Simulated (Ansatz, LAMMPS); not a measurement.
**Elastic response of glassy Na2Si4O9 (90 atoms)**

How stiff is glassy Na2Si4O9 (90 atoms), and how do its levels respond to strain?

Method: Kohn-Sham DFT, PBE, PAW (set soft_2), plane waves, in Ansatz 0.2.0.

## (1) The structure

The cell holds 90 atoms: 12 Na, 54 O and 24 Si. Cell: a = 10.817 Å, b = 10.817 Å, c = 10.817 Å, α = 90.0°, β = 90.0°, γ = 90.0°. 90 atoms (12 Na, 54 O, 24 Si) placed at random at 2.38 g/cm³, melted at 4500 K for 20 ps at fixed volume with the Morse and Coulomb pair potential with partial charges (Pedone, Malavasi, Menziani, Cormack and Segre, J. Phys. Chem. B 110, 11780 (2006)). Quenched from 4500 K to 300 K at 10 K/ps and fixed volume, held 5 ps.

Limits known from the start: The quench rate of 10 K/ps far exceeds what a furnace or splat quench reaches, so expect more defects and frozen-in strain than in a real sample. The starting topology of bonds comes from the classical model, and needn't be the one that DFT or experiment would give. Only the Γ point is sampled.

## (2) Single point at the start

A single point comes first, to see the forces before anything moves.

input.yaml reads:

```yaml
crystal:
  lattice:
    - [10.8166, 0.0, 0.0]
    - [0.0, 10.8166, 0.0]
    - [0.0, 0.0, 10.8166]
  atoms:
    - { symbol: Na, position: [0.71428, 0.9665, 0.51639] }
    - { symbol: Na, position: [0.96009, 0.74814, 0.85747] }
    - { symbol: Na, position: [0.54762, 0.9326, 0.03201] }
    - { symbol: Na, position: [0.40444, 0.25879, 0.90163] }
    - { symbol: Na, position: [0.40147, 0.1355, 0.30214] }
    - { symbol: Na, position: [0.30534, 0.81617, 0.24738] }
    - { symbol: Na, position: [0.91092, 0.97125, 0.7048] }
    - { symbol: Na, position: [0.51454, 0.89615, 0.28558] }
    - { symbol: Na, position: [0.07332, 0.16134, 0.44242] }
    - { symbol: Na, position: [0.68969, 0.99368, 0.81352] }
    - { symbol: Na, position: [0.91436, 0.31707, 0.09799] }
    - { symbol: Na, position: [0.1984, 0.71212, 0.70591] }
    - { symbol: O, position: [0.43772, 0.11444, 0.54001] }
    - { symbol: O, position: [0.91226, 0.35243, 0.46382] }
    - { symbol: O, position: [0.24444, 0.2368, 0.33484] }
    - { symbol: O, position: [0.72492, 0.11225, 0.66041] }
    - { symbol: O, position: [0.08466, 0.56867, 0.80173] }
    - { symbol: O, position: [0.55971, 0.68808, 0.71888] }
    - { symbol: O, position: [0.76253, 0.3802, 0.28053] }
    - { symbol: O, position: [0.69797, 0.28314, 0.50093] }
    - { symbol: O, position: [0.52537, 0.28268, 0.1157] }
    - { symbol: O, position: [0.1143, 0.12576, 0.76161] }
    - { symbol: O, position: [0.09926, 0.87572, 0.79852] }
    - { symbol: O, position: [0.03889, 0.87255, 0.31486] }
    - { symbol: O, position: [0.58371, 0.12966, 0.93906] }
    - { symbol: O, position: [0.7169, 0.54686, 0.84427] }
    - { symbol: O, position: [0.30332, 0.54607, 0.41413] }
    - { symbol: O, position: [0.67266, 0.60849, 0.17813] }
    - { symbol: O, position: [0.53135, 0.26508, 0.69314] }
    - { symbol: O, position: [0.51193, 0.60305, 0.49576] }
    - { symbol: O, position: [0.76011, 0.79155, 0.81057] }
    - { symbol: O, position: [0.27896, 0.26892, 0.66855] }
    - { symbol: O, position: [0.72894, 0.14481, 0.12759] }
    - { symbol: O, position: [0.28572, 0.96953, 0.6664] }
    - { symbol: O, position: [0.86581, 0.55232, 0.59395] }
    - { symbol: O, position: [0.46724, 0.73541, 0.17274] }
    - { symbol: O, position: [0.32353, 0.95048, 0.41053] }
    - { symbol: O, position: [0.75452, 0.33611, 0.74073] }
    - { symbol: O, position: [0.11792, 0.61684, 0.27582] }
    - { symbol: O, position: [0.59921, 0.72052, 0.96377] }
    - { symbol: O, position: [0.06522, 0.33658, 0.20692] }
    - { symbol: O, position: [0.05079, 0.96755, 0.53473] }
    - { symbol: O, position: [0.38274, 0.02366, 0.13432] }
    - { symbol: O, position: [0.47096, 0.85236, 0.55617] }
    - { symbol: O, position: [0.25527, 0.01333, 0.9126] }
    - { symbol: O, position: [0.48881, 0.52222, 0.06891] }
    - { symbol: O, position: [0.43675, 0.36858, 0.50708] }
    - { symbol: O, position: [0.16283, 0.74312, 0.48069] }
    - { symbol: O, position: [0.71692, 0.34155, 0.98134] }
    - { symbol: O, position: [0.9013, 0.55047, 0.1833] }
    - { symbol: O, position: [0.91876, 0.43447, 0.90046] }
    - { symbol: O, position: [0.00909, 0.74895, 0.11363] }
    - { symbol: O, position: [0.79697, 0.60924, 0.3819] }
    - { symbol: O, position: [0.20834, 0.17411, 0.09455] }
    - { symbol: O, position: [0.70484, 0.96019, 0.29254] }
    - { symbol: O, position: [0.3067, 0.37861, 0.15258] }
    - { symbol: O, position: [0.48985, 0.45198, 0.29376] }
    - { symbol: O, position: [0.84239, 0.1584, 0.33911] }
    - { symbol: O, position: [0.15397, 0.93419, 0.11762] }
    - { symbol: O, position: [0.14074, 0.34385, 0.86623] }
    - { symbol: O, position: [0.03975, 0.34313, 0.65378] }
    - { symbol: O, position: [0.07935, 0.52061, 0.49733] }
    - { symbol: O, position: [0.09051, 0.52599, 0.03824] }
    - { symbol: O, position: [0.91493, 0.98952, 0.15571] }
    - { symbol: O, position: [0.69683, 0.74415, 0.55317] }
    - { symbol: O, position: [0.92716, 0.77269, 0.50361] }
    - { symbol: Si, position: [0.25503, 0.02946, 0.06349] }
    - { symbol: Si, position: [0.03313, 0.597, 0.15153] }
    - { symbol: Si, position: [0.55284, 0.72313, 0.57849] }
    - { symbol: Si, position: [0.19629, 0.28465, 0.19377] }
    - { symbol: Si, position: [0.05682, 0.85157, 0.4579] }
    - { symbol: Si, position: [0.17081, 0.60554, 0.41713] }
    - { symbol: Si, position: [0.07286, 0.47481, 0.90389] }
    - { symbol: Si, position: [0.77914, 0.538, 0.25649] }
    - { symbol: Si, position: [0.18123, 0.99096, 0.78203] }
    - { symbol: Si, position: [0.67947, 0.25112, 0.64852] }
    - { symbol: Si, position: [0.7792, 0.41532, 0.86901] }
    - { symbol: Si, position: [0.43791, 0.49216, 0.42722] }
    - { symbol: Si, position: [0.56034, 0.65934, 0.09834] }
    - { symbol: Si, position: [0.44887, 0.41058, 0.15435] }
    - { symbol: Si, position: [0.97674, 0.4419, 0.56375] }
    - { symbol: Si, position: [0.79932, 0.05722, 0.22808] }
    - { symbol: Si, position: [0.82026, 0.67849, 0.51611] }
    - { symbol: Si, position: [0.02655, 0.88601, 0.16771] }
    - { symbol: Si, position: [0.13785, 0.27129, 0.73184] }
    - { symbol: Si, position: [0.41346, 0.24984, 0.59536] }
    - { symbol: Si, position: [0.37431, 0.96781, 0.53912] }
    - { symbol: Si, position: [0.63958, 0.22328, 0.04227] }
    - { symbol: Si, position: [0.79658, 0.28791, 0.39307] }
    - { symbol: Si, position: [0.66398, 0.68957, 0.83065] }
kpoints:
  mp_grid: { grid: [1, 1, 1] }
hamiltonian:
  xc: pbe
scf:
  occupations: { method: fermi_dirac, width: 0.025 }
output:
  forces: true
```

Started as:

```sh
ansatz run input.yaml --threads 4 --pin off --max-ram 8192MiB --backend cpu --events-out ev --progress --plain --runs-dir out
```

What it wrote:

```text
[...]
Pseudopotentials: kind: paw
Pseudopotential: Na, paw, valence charge 9, recommended cutoff 420 eV (normal), Na.paw.azcp
Pseudopotential: O, paw, valence charge 6, recommended cutoff 420 eV (normal), O.paw.azcp
Pseudopotential: Si, paw, valence charge 4, recommended cutoff 420 eV (normal), Si.paw.azcp
[... 5 lines on functional and potentials left out ...]
Crystal: 90 atoms, lattice volume = 1265.530 Å³
Basis set: ecut = 420 eV, 24837 PW (Γ), exchange–correlation on 150×150×150 points (8 copies of the dense FFT grid, shifted against one another)
Bands: 354, of which v1, the nominal top of the filled ones, is band 264 counted from 1 (263 counted from 0)
Symmetry: 1 space group operations
Space group: P1 (ITA 1), of the structure as read, at distance tolerance 1.1e-4 Å
k-points: 1
[... 7 lines on functional and potentials left out ...]
Initial density: superposition of atomic densities (neutral atoms: chi_scale 0, normalization atom), corrected by the library's trained network
Initial wavefunctions: pseudopotential atomic-orbital guess
[...]
SCF iter   1: F=—  HF=-63824.536981 eV  |F-HF|=—  |Δ(HF+E_count)|=         —  Δρ=3.08e-3  dr2=2.41e-1  ethr=1.77e-3  ⟨swp⟩=6.0  Hψ=1523  notcnv=0  defer=40
preconditioner: auto → Resta (q_TF=auto, 2.358 Å⁻¹)  ε∞=2.7  [insulator: Δε(μ)=2.425 eV  Ē_g=17.883 eV  σ=0.025 eV  W_gap=1.00  n_scr=256 (ndim 8)  ℏωp=23.4 eV  f_vac=0.193  D(μ)=0.00/eV (n_scr^D=0)  ε∞_Penn≈2.7]
SCF iter   2: F=—  HF=-63824.496517 eV  |F-HF|=—  |Δ(HF+E_count)|=   4.05e-2  Δρ=1.79e-3  dr2=5.57e-2  ethr=4.57e-5  ⟨swp⟩=2.0  Hψ=579  notcnv=0  defer=83
SCF iter   3: F=—  HF=-63824.485822 eV  |F-HF|=—  |Δ(HF+E_count)|=   1.07e-2  Δρ=6.94e-4  dr2=1.79e-2  ethr=1.05e-5  ⟨swp⟩=2.0  Hψ=442  notcnv=0  defer=35
automatic band count: iteration 3 solves 306 bands in place of 354: the levels show a gap, and the empty bands left out lie too high to hold charge; the band table lists the bands solved (type scf.n_extra_bands for more)
SCF iter   4: F=—  HF=-63824.481439 eV  |F-HF|=—  |Δ(HF+E_count)|=   4.38e-3  Δρ=3.39e-4  dr2=1.52e-3  ethr=3.40e-6  ⟨swp⟩=2.0  Hψ=501  notcnv=0  defer=35
SCF iter   5: F=—  HF=-63824.481399 eV  |F-HF|=—  |Δ(HF+E_count)|=   3.92e-5  Δρ=1.91e-4  dr2=4.07e-4  ethr=2.87e-7  ⟨swp⟩=3.0  Hψ=536  notcnv=0  defer=35
SCF iter   6: F=—  HF=-63824.481409 eV  |F-HF|=—  |Δ(HF+E_count)|=   9.87e-6  Δρ=5.14e-5  dr2=2.87e-5  ethr=7.70e-8  ⟨swp⟩=3.0  Hψ=455  notcnv=0  defer=35
SCF iter   7: F=—  HF=-63824.479080 eV  |F-HF|=—  |Δ(HF+E_count)|=   2.33e-3  Δρ=2.18e-5  dr2=5.27e-6  ethr=5.43e-9  ⟨swp⟩=3.0  Hψ=536  notcnv=0  defer=35
SCF iter   8: F=—  HF=-63824.479083 eV  |F-HF|=—  |Δ(HF+E_count)|=   2.46e-6  Δρ=8.75e-6  dr2=9.92e-7  ethr=9.98e-10  ⟨swp⟩=3.0  Hψ=452  notcnv=0  defer=35
SCF iter   9: F=-63824.479083 eV  HF=-63824.479083 eV  |F-HF|=4.58e-8  |Δ(HF+E_count)|=   5.50e-7  Δρ=2.50e-6  dr2=9.05e-8  ethr=1.89e-11  ⟨swp⟩=3.0  Hψ=1146  notcnv=0
SCF 1 converged in 9 iterations: F = -63824.479083 eV  dr2 = 9.05e-8
[...]
SCF converged after 9 iterations
Free energy (F): -63824.479083 eV
Harris-Foulkes:  -63824.479083 eV  (|F-HF|=4.58e-8)
Internal energy: -63824.479083 eV  (E = F + TS)
E sigma→0 (E₀):  -63824.479083 eV
Fermi energy:    5.650045 eV
--- Per-component energies (eV) ---
[...]
Σ components = -63824.479083   (vs F -63824.479083, Δ=0.00e0)
--- Forces (eV/Å), atoms counted from 1 ---
  atom   1  Na    -0.00594307     0.24035304    -0.82212007
  atom   2  Na     0.05573235    -0.72241115     0.31250254
  atom   3  Na    -0.48836398     0.34972293     0.03980315
  atom   4  Na    -0.02891679    -0.38661595    -0.00816239
[...]
atom  90  Si    -0.71601872    -2.66602399     0.52987982
  max |Σ_I F_I| component: 8.49e-5 eV/Å
```

Elapsed: 12 s, on 4 threads of Arm Neoverse V1, shared host; peak memory 1.5 GiB; 46 s of CPU time.

The r.m.s. force at the start is 1.3 eV/Å.

[end of part 1 of 4]

[Logs are printed without paths, hosts, clocks, repeated set-up lines and the standing remarks that a program may print on its own settings, such as how far it seeks lower states.]

[Hosts, paths, dates, database ids (printed as entryN), source tags and the programs' standing remarks are cut or masked in the printed files.]
